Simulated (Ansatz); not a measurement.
# armchair BAs nanoribbon (N = 4, H edges): bands by functional and under strain

Aim: is the armchair BAs nanoribbon (N = 4, H edges) a metal or a semiconductor?

Main program and level: Ansatz 0.2.0; DFT PBE, plane waves, PAW; relaxation of a wire's period, in the first sound run; inputs show where later runs differ.

Most raw output is cut from this account.

## 1. Set-up

The cell holds 12 atoms: 4 B, 4 As and 4 H. Cell: a = 14.690 Å, b = 7.000 Å, c = 5.880 Å, α = 90.0°, β = 90.0°, γ = 90.0°. Vacuum lies along a and b. The structure's axis is c.

## 2. The relaxed wire

Band widths follow the bond lengths, so the wire is relaxed first. The atoms and the third cell vector are free; the box across stays fixed as vacuum. A Fermi-Dirac smearing is set since the result may be a metal. The pressure printed is a third of the stress's trace over the whole box, vacuum included; only the stress along the axis is relaxed.

Contents of input.yaml:

```yaml
crystal:
  lattice:
    - [14.69, 0.0, 0.0]
    - [0.0, 7.0, 0.0]
    - [0.0, 0.0, 5.88]
  atoms:
    - { symbol: B, position: [0.326687414, 0.5, 0.0] }
    - { symbol: B, position: [0.55778473, 0.5, 0.0] }
    - { symbol: As, position: [0.326687414, 0.5, 0.333333333] }
    - { symbol: As, position: [0.55778473, 0.5, 0.333333333] }
    - { symbol: H, position: [0.741129795, 0.5, 0.402210884] }
    - { symbol: H, position: [0.238257318, 0.5, 0.460884354] }
    - { symbol: B, position: [0.442236072, 0.5, 0.5] }
    - { symbol: B, position: [0.673333389, 0.5, 0.5] }
    - { symbol: As, position: [0.442236072, 0.5, 0.833333333] }
    - { symbol: As, position: [0.673333389, 0.5, 0.833333333] }
    - { symbol: H, position: [0.258891007, 0.5, 0.902210884] }
    - { symbol: H, position: [0.761763484, 0.5, 0.960884354] }
kpoints:
  mp_grid: { grid: [1, 1, 14] }
scf:
  occupations: { method: fermi_dirac, width: 0.05 }
hamiltonian:
  xc: pbe
relax:
  cell: { fix: [a, b, alpha, beta, gamma] }
  max_steps: 60
```

Launch:

```sh
$ ansatz run input.yaml --threads 8 --pin off --max-ram 16384MiB --backend cpu --events-out ev --progress --plain --runs-dir out
```

Run time: 9.7 s. Hardware: 8 threads of Intel Xeon Platinum 8488C (Sapphire Rapids), shared host; peak memory 1.4 GiB.

The steps of the relaxation:

```csv
step,energy less that of the first step (eV),largest force component (eV/Å),pressure (GPa),volume (Å³)
1,0.0000,1.2111,-0.17,604.64
2,-0.1448,0.4850,0.02,608.04
3,-0.1647,0.0810,0.08,605.89
4,-0.1654,0.0097,0.10,605.71
5*,-0.1656,0.0097,0.10,605.71
```

Relaxation steps marked * repeat the geometry before them on a plane-wave basis chosen anew for their cell, so energy and pressure can jump there.

Forces are held to the 4 operations that the run works with; a distortion that breaks them can't arise in this run.

```csv
cell as run,before,after,change
c (Å),5.880,5.890,+0.2 %
```

The atoms that moved most (Å, along periodic axes as changes of fractional coordinates times the final cell, across vacuum about the mean position):

```csv
atom,dx,dy,dz,length
As10,-0.084,0.000,-0.046,0.096
As3,0.084,0.000,-0.046,0.096
H6,0.087,0.000,-0.039,0.095
H12,-0.087,0.000,-0.039,0.095
H5,0.055,0.000,0.018,0.058
H11,-0.055,0.000,0.018,0.058
B7,0.017,0.000,0.028,0.032
B2,-0.017,0.000,0.028,0.032
```

This step gave:

| Quantity | Value |
| --- | --- |
| cell length along the wire | 5.890 Å |

The cell's length comes to 5.890 Å with spin left out.

## 3. Bands of the perfect wire

This step: DFT PBE, plane waves, PAW; channels and complex bands of a perfect wire (Ansatz 0.2.0).

At the relaxed period the Bloch states of the perfect wire are found at each energy: those that move forward count the open channels, and those that decay describe how a disturbance dies away inside the wire itself. An energy step of 0.035 eV is under the 0.039 eV that the program asks for its thermal average at 300 K.

Contents of input.yaml:

```yaml
crystal:
  lattice:
    - [14.69, 0.0, 0.0]
    - [0.0, 7.0, 0.0]
    - [0.0, 0.0, 5.8904156532]
  atoms:
    - { symbol: B, position: [0.326526541, 0.5, 0.002103256] }
    - { symbol: B, position: [0.556657162, 0.5, 0.00467966] }
    - { symbol: As, position: [0.332404948, 0.5, 0.325441699] }
    - { symbol: As, position: [0.558130241, 0.5, 0.337938618] }
    - { symbol: H, position: [0.744858155, 0.5, 0.40530939] }
    - { symbol: H, position: [0.244156562, 0.5, 0.454289281] }
    - { symbol: B, position: [0.44336364, 0.5, 0.50467966] }
    - { symbol: B, position: [0.673494261, 0.5, 0.502103256] }
    - { symbol: As, position: [0.441890562, 0.5, 0.837938618] }
    - { symbol: As, position: [0.667615854, 0.5, 0.825441699] }
    - { symbol: H, position: [0.255162647, 0.5, 0.90530939] }
    - { symbol: H, position: [0.75586424, 0.5, 0.954289281] }
kpoints:
  mp_grid: { grid: [1, 1, 14] }
  band_path: { path: ["Γ", Z], npoints: 50 }
scf:
  occupations: { method: fermi_dirac, width: 0.05 }
hamiltonian:
  xc: pbe
output:
  transmission:
    e_range: [-2, 2]
    de: 0.035
    kmesh: [1, 1]
    reduced_basis: true
    leads: [[0, 0]]
  dos: { e_range: [-5, 4] }
  write_potential: true
  write_density: true
  volumetric_format: npy
  elf: true
```

The job ended after 2 min (8 threads; peak memory 2.4 GiB).

Numbers from this step:

| Quantity | Value |
| --- | --- |
| channels at the energy nearest the Fermi level, one spin | 0 |
| conductance of the lead as this run defines it | 5.03e-14 G₀ |
| slowest decay in the lead at the energy nearest the Fermi level | 0.1386 Å⁻¹ |
| band gap | 1.623 eV |

The open channels of the lead, one spin by energy, zero at the Fermi level:

energy (eV), open channels of the lead, one spin and a bar:
```
    -2.00       2.00 ##############################
    -1.90       2.00 ##############################
    -1.79       2.00 ##############################
    -1.69       2.00 ##############################
    -1.58       2.00 ##############################
    -1.48       2.00 ##############################
    -1.37       2.00 ##############################
    -1.23       2.00 ##############################
    -1.12       2.00 ##############################
    -1.02       2.00 ##############################
    -0.92       1.00 ###############
    -0.81       0.00 
    -0.70       0.00 
    -0.60       0.00 
    -0.49       0.00 
    -0.39       0.00 
    -0.28       0.00 
    -0.18       0.00 
    -0.07       0.00 
    -0.01       0.00 
     0.07       0.00 
     0.17       0.00 
     0.28       0.00 
     0.38       0.00 
     0.48       0.00 
     0.59       0.00 
     0.69       0.00 
     0.80       0.00 
     0.91       1.00 ###############
     1.01       2.00 ##############################
     1.11       2.00 ##############################
     1.22       2.00 ##############################
     1.36       2.00 ##############################
     1.47       2.00 ##############################
     1.57       2.00 ##############################
     1.68       2.00 ##############################
     1.78       2.00 ##############################
     1.89       2.00 ##############################
     1.99       2.00 ##############################
```

The slowest values at each energy, most degenerate partners merged, listed up to 1.5 1/Å. The Im kz of the slowest decaying states by energy, zero at the Fermi level:

```csv
energy (eV),decay 1 (Å⁻¹),decay 2 (Å⁻¹),decay 3 (Å⁻¹),decay 4 (Å⁻¹)
-2.000,0.313,0.325,0.380,0.937
-1.790,0.327,0.332,0.403,0.905
-1.615,0.336,0.336,0.418,0.877
-1.405,0.340,0.344,0.433,0.842
-1.195,0.342,0.350,0.445,0.806
-0.985,0.343,0.355,0.454,0.767
-0.810,0.0445,0.0767,0.342,0.357
-0.600,0.113,0.193,0.341,0.358
-0.390,0.131,0.259,0.338,0.358
-0.215,0.138,0.297,0.334,0.357
-0.005,0.139,0.329,0.331,0.355
0.205,0.131,0.322,0.351,0.352
0.415,0.114,0.314,0.346,0.352
0.590,0.0892,0.307,0.308,0.341
0.800,0.0093,0.193,0.296,0.333
1.010,0.283,0.324,0.437,0.451
1.185,0.271,0.315,0.442,0.445
1.395,0.254,0.302,0.436,0.447
1.605,0.234,0.288,0.426,0.451
1.815,0.210,0.270,0.414,0.453
```

The electronic bands at the labelled points (eV, zero at the Fermi level):

```csv
point,band 35,band 36,band 37,band 38,band 39,band 40,band 41,band 42
Γ,-2.74,-2.53,-0.95,-0.82,0.80,0.92,2.79,2.91
halfway,-3.18,-2.35,-1.81,-1.16,1.14,1.85,2.66,2.76
Z,-2.90,-2.90,-1.81,-1.81,1.76,1.76,2.54,2.54
```

ELF in the ca plane at fractional y = 0.500, with atoms of B and As and H within 0.2 Å of it. It is the smooth field of the valence electrons, not physical close to the nuclei.

Ten even steps from '0' (0.00 × 1e-1) to '9' (9.99 × 1e-1), each cell a mean:
```
0000000000000000
0000000000000000
1000001000000011
6200046620000267
9600399972001699
9810699994113799
8600699975554579
4100256315863125
6312367745764346
5566445763223687
0587312541001452
6565546764224688
5311357635764346
4200246315873125
6444457865545578
2586323552012564
3576324652003786
8533469997107999
9300279998106999
6100159995002899
1000014541000244
0000000000000000
0000000000000000
0000000000000000
```
Columns run along c (5.9 Å), rows up along a (14.7 Å). Atoms in or near the plane, at fractional coordinates: B at (0.00, 0.33), B at (0.00, 0.56), As at (0.33, 0.33), As at (0.34, 0.56), H at (0.41, 0.74), H at (0.45, 0.24), B at (0.50, 0.44), B at (0.50, 0.67), As at (0.84, 0.44), As at (0.83, 0.67), H at (0.91, 0.26), H at (0.95, 0.76).

Electrostatic potential energy in the ca plane at fractional y = 0.500, with atoms of B and As and H within 0.2 Å of it. With pseudopotentials it is smooth inside the atoms' cores, unlike the true potential.

Ten even steps from '0' (-45 eV) to '9' (3 eV), each cell a mean:
```
9999999999999999
9999999999999999
9999999999999999
9999999999999999
9999999999999999
6999984699999861
8999984457876655
8999996002658985
8999876325767875
4686676688987764
0165899579999850
4687666688987765
7999886314766875
7999986002658995
7887666668876666
0365898589999861
0376787589999961
8898765379999824
9999997479999978
9999999999999999
9999999999999999
9999999999999999
9999999999999999
9999999999999999
```
Columns run along c (5.9 Å; values clipped at the 3rd and 97th percentile), rows up along a (14.7 Å). Atoms in or near the plane, at fractional coordinates: B at (0.00, 0.33), B at (0.00, 0.56), As at (0.33, 0.33), As at (0.34, 0.56), H at (0.41, 0.74), H at (0.45, 0.24), B at (0.50, 0.44), B at (0.50, 0.67), As at (0.84, 0.44), As at (0.83, 0.67), H at (0.91, 0.26), H at (0.95, 0.76).

Valence density in the ca plane at fractional y = 0.500, with atoms of B and As and H within 0.2 Å of it. It is the smooth field of the valence electrons, not physical close to the nuclei.

Ten steps, logarithmic in the rise over the least value, from '_' (0 e/Å³) to '@' (22 e/Å³), each cell a mean:
```
________________________________
________________________________
________________________________
________________________________
______________________________..
::________..--::..________..::--
::________::--==--::::::--====--
..________..::--::----==%%@@%%==
::..__....::----::::::--**%%**--
::::::::++****--::......::::----
::----==##@@%%++::..____....::::
::::::::==**++--::........::----
::..____..::::--::::::--**%%##==
::..____....::--::----==##@@%%==
::....::--==----::::..::--====--
::----==%%@@##==....____....::--
::----==##%%##--..________..----
::......::------::..______::====
..________..::--..________..::::
________________________________
________________________________
________________________________
________________________________
________________________________
```
Columns run along c (5.9 Å), rows up along a (14.7 Å). Atoms in or near the plane, at fractional coordinates: B at (0.00, 0.33), B at (0.00, 0.56), As at (0.33, 0.33), As at (0.34, 0.56), H at (0.41, 0.74), H at (0.45, 0.24), B at (0.50, 0.44), B at (0.50, 0.67), As at (0.84, 0.44), As at (0.83, 0.67), H at (0.91, 0.26), H at (0.95, 0.76).

By hand: a barrier of this wire, of length L, would pass T ∝ exp(−2κL) at this energy; with κ = 0.139 Å⁻¹ one decade takes ln 10 / (2κ) = 8.31 Å.

At the computed energy nearest the Fermi level there are 0 channels a spin, and the thermal average gives 5.0e-14 G₀; the gap is 1.62 eV.

## 4. Levels at the same atoms, level LDA, cutoff 420 eV

This step: DFT LDA, plane waves, PAW; bands of a perfect wire at the PBE geometry (Ansatz 0.2.0).

The atoms stay at the PBE geometry and the functional changes. At fixed atoms LDA and the gradient-corrected functionals usually give like bands; this run checks that. Against the first PBE run of this kind, the mesh along the wire has 11 points against 14.

Changes to input.yaml since step 3:

```diff
@@ -19,3 +19,3 @@
 kpoints:
-  mp_grid: { grid: [1, 1, 14] }
+  mp_grid: { grid: [1, 1, 11] }
   band_path: { path: ["Γ", Z], npoints: 50 }
@@ -24,14 +24,2 @@
 hamiltonian:
-  xc: pbe
-output:
-  transmission:
-    e_range: [-2, 2]
-    de: 0.035
-    kmesh: [1, 1]
-    reduced_basis: true
-    leads: [[0, 0]]
-  dos: { e_range: [-5, 4] }
-  write_potential: true
-  write_density: true
-  volumetric_format: npy
-  elf: true
+  xc: lda
```

Wall time 8.3 s (8 threads); peak memory 2.1 GiB; 62 s of CPU time.

Numbers from this step:

- band gap: 1.611 eV

The electronic bands at the labelled points (eV, zero at the Fermi level):

```csv
point,band 35,band 36,band 37,band 38,band 39,band 40,band 41,band 42
Γ,-2.72,-2.52,-0.93,-0.82,0.80,0.91,2.80,2.99
halfway,-3.13,-2.35,-1.80,-1.15,1.12,1.85,2.63,2.76
Z,-2.90,-2.90,-1.80,-1.80,1.73,1.73,2.53,2.53
```

The gap is 1.61 eV, against 1.62 eV under PBE at the relaxed period.

## 5. Another level of theory, level PBEsol, cutoff 420 eV

This step: DFT PBEsol, plane waves, PAW; bands of a perfect wire at the PBE geometry (Ansatz 0.2.0).

Changes to input.yaml since step 4:

```diff
@@ -24,2 +24,2 @@
 hamiltonian:
-  xc: lda
+  xc: pbesol
```

It took 7.3 s on 8 threads; peak memory 2.1 GiB.

The electronic bands at the labelled points (eV, zero at the Fermi level):

```csv
point,band 35,band 36,band 37,band 38,band 39,band 40,band 41,band 42
Γ,-2.72,-2.53,-0.94,-0.82,0.80,0.92,2.82,2.99
halfway,-3.14,-2.35,-1.80,-1.16,1.14,1.86,2.66,2.77
Z,-2.91,-2.91,-1.80,-1.80,1.75,1.75,2.54,2.54
```

The gap is 1.62 eV, against 1.62 eV under PBE at the relaxed period.

## 6. Another level of theory, level r2SCAN, cutoff 500 eV

This step: DFT r2SCAN, plane waves, PAW; bands of a perfect wire at the PBE geometry (Ansatz 0.2.0).

The atoms stay at the PBE geometry and the functional changes. r2SCAN also reads the kinetic-energy density; it often gives larger moments and wider gaps than PBE, at a higher cost. Against the first PBE run of this kind, the cutoff is 500 eV against 420 and the mesh along the wire has 11 points against 14.

Changes to input.yaml since step 5:

```diff
@@ -24,2 +24,2 @@
 hamiltonian:
-  xc: pbesol
+  xc: r2scan
```

Wall time 14 s (8 threads); peak memory 3.3 GiB; 1.8 min of CPU time.

The gap is 1.84 eV, against 1.62 eV under PBE at the relaxed period.

## 7. Another level of theory, level HSE06, cutoff 420 eV

This step: DFT HSE06, plane waves, PAW; levels of a perfect wire at the PBE geometry (Ansatz 0.2.0).

The atoms stay at the PBE geometry and the functional changes. HSE06 mixes in a quarter of short-range exact exchange, which removes part of the self-interaction that closes gaps; it is dear, so the mesh is thinner and no path is run. Against the first PBE run of this kind, the mesh along the wire has 6 points against 14.

Changes to input.yaml since step 6:

```diff
@@ -19,4 +19,3 @@
 kpoints:
-  mp_grid: { grid: [1, 1, 11] }
-  band_path: { path: ["Γ", Z], npoints: 50 }
+  mp_grid: { grid: [1, 1, 6] }
 scf:
@@ -24,2 +23,2 @@
 hamiltonian:
-  xc: r2scan
+  xc: hse06
```

The job ended after 23 s (8 threads; peak memory 5.9 GiB; 2.7 min of CPU time).

The gap is 2.14 eV, against 1.62 eV under PBE at the relaxed period.

## 8. Comparing the runs

Times are for 8 threads of Intel Xeon Platinum 8488C (Sapphire Rapids), shared host. Results by setting:

```csv
no.,level,band gap (eV),time,memory (GiB)
1,LDA,1.611,8.3 s,2.1
2,PBEsol,1.621,7.3 s,2.1
3,r2SCAN,1.844,14 s,3.3
4,HSE06,2.143,23 s,5.9
```

## 9. With spin-orbit coupling

This step: DFT PBE, plane waves, fully relativistic PAW; bands of a perfect wire with spin-orbit coupling (Ansatz 0.2.0).

Spin-orbit coupling mixes the spins and splits bands that cross or touch without it, so it can open or close channels. Fully relativistic datasets take the place of the scalar ones. Against the first PBE run of this kind, the mesh along the wire has 9 points against 14.

Changes to input.yaml since step 7:

```diff
@@ -19,3 +19,4 @@
 kpoints:
-  mp_grid: { grid: [1, 1, 6] }
+  mp_grid: { grid: [1, 1, 9] }
+  band_path: { path: ["Γ", Z], npoints: 50 }
 scf:
@@ -23,2 +24,6 @@
 hamiltonian:
-  xc: hse06
+  xc: pbe
+  pseudopotentials: { kind: paw_fr }
+magnetization:
+  noncollinear: true
+  spin_orbit: true
```

Wall time 61 s (8 threads); peak memory 6.8 GiB.

This step gave:

| Property | Result |
| --- | --- |
| band gap | 1.623 eV |

The electronic bands at the labelled points (eV, zero at the Fermi level):

```csv
point,band 73,band 74,band 75,band 76,band 77,band 78,band 79,band 80
Γ,-0.94,-0.94,-0.82,-0.82,0.80,0.80,0.92,0.92
halfway,-1.80,-1.80,-1.15,-1.15,1.15,1.15,1.86,1.86
Z,-1.80,-1.80,-1.80,-1.80,1.76,1.76,1.76,1.76
```

The gap is 1.62 eV, against 1.62 eV under PBE at the relaxed period, with no moment.

## 10. Strain along the wire, period over the relaxed period 1.06, k-mesh 1×1×10

This step: DFT PBE, plane waves, PAW; relaxation at a fixed period (Ansatz 0.2.0).

The period is set to 1.06 times the relaxed one and the atoms relax within it: strain changes bond lengths and angles, which shifts the bands against each other. Against the first PBE run of this kind, the mesh along the wire has 10 points against 14.

The cell differs from the one that the last finished run ended in (c 5.890 → 6.244 Å).

Changes to input.yaml since step 9:

```diff
@@ -4,3 +4,3 @@
     - [0.0, 7.0, 0.0]
-    - [0.0, 0.0, 5.8904156532]
+    - [0.0, 0.0, 6.2438405924]
   atoms:
@@ -19,3 +19,3 @@
 kpoints:
-  mp_grid: { grid: [1, 1, 9] }
+  mp_grid: { grid: [1, 1, 10] }
   band_path: { path: ["Γ", Z], npoints: 50 }
@@ -25,5 +25,6 @@
   xc: pbe
-  pseudopotentials: { kind: paw_fr }
-magnetization:
-  noncollinear: true
-  spin_orbit: true
+relax:
+  max_steps: 40
+  f_tol: 0.02
+output:
+  stress: true
```

It took 12 s on 8 threads; peak memory 2.3 GiB.

Relaxation path:

```csv
step,energy less that of the first step (eV),largest force component (eV/Å)
1,0.0000,0.6725
2,-0.1928,0.2236
3,-0.2124,0.0432
4,-0.2127,0.0153
```

The run keeps the 4 symmetry operations that it works with, so distortions that break them were not tested.

The atoms that moved most (Å):

```csv
atom,dx,dy,dz,length
H6,0.015,0.000,-0.178,0.179
H12,-0.015,0.000,-0.178,0.179
H11,0.030,0.000,0.165,0.167
H5,-0.030,0.000,0.165,0.167
B1,0.072,0.000,0.049,0.087
B8,-0.072,0.000,0.049,0.087
As3,0.070,0.000,-0.034,0.078
As10,-0.070,0.000,-0.034,0.078
```

Final coordinates:

```xyz
12
Lattice="14.6900 0.0000 0.0000 0.0000 7.0000 0.0000 0.0000 0.0000 6.2438" Properties=species:S:1:pos:R:3
B     4.8683    3.5000    0.0618
B     8.1660    3.5000    0.0478
As    4.9529    3.5000    1.9975
As    8.1881    3.5000    2.0905
H    10.9123    3.5000    2.6953
H     3.6017    3.5000    2.6586
B     6.5243    3.5000    3.1697
B     9.8221    3.5000    3.1837
As    6.5022    3.5000    5.2125
As    9.7374    3.5000    5.1194
H     3.7780    3.5000    5.8172
H    11.0887    3.5000    5.7805
```

Numbers from this step:

| Item | Value |
| --- | --- |
| band gap | 1.436 eV |

Electronic bands along the path, in eV, zero at the Fermi level:

```csv
point,band 35,band 36,band 37,band 38,band 39,band 40,band 41,band 42
Γ,-2.81,-2.36,-1.16,-0.72,0.71,0.81,2.50,3.00
halfway,-3.02,-2.23,-1.85,-1.09,1.14,1.66,2.36,2.46
Z,-2.84,-2.84,-1.70,-1.70,1.81,1.81,2.16,2.16
```

The gap is 1.44 eV, against 1.62 eV under PBE at the relaxed period.

(Part 1 of 2 ends here.)

[Logs are printed without paths, hosts, clocks, repeated set-up lines and the standing remarks that a program may print on its own settings, such as how far it seeks lower states.]

[Hosts, paths, dates, database ids (printed as entryN), source tags and the programs' standing remarks are cut or masked in the printed files.]
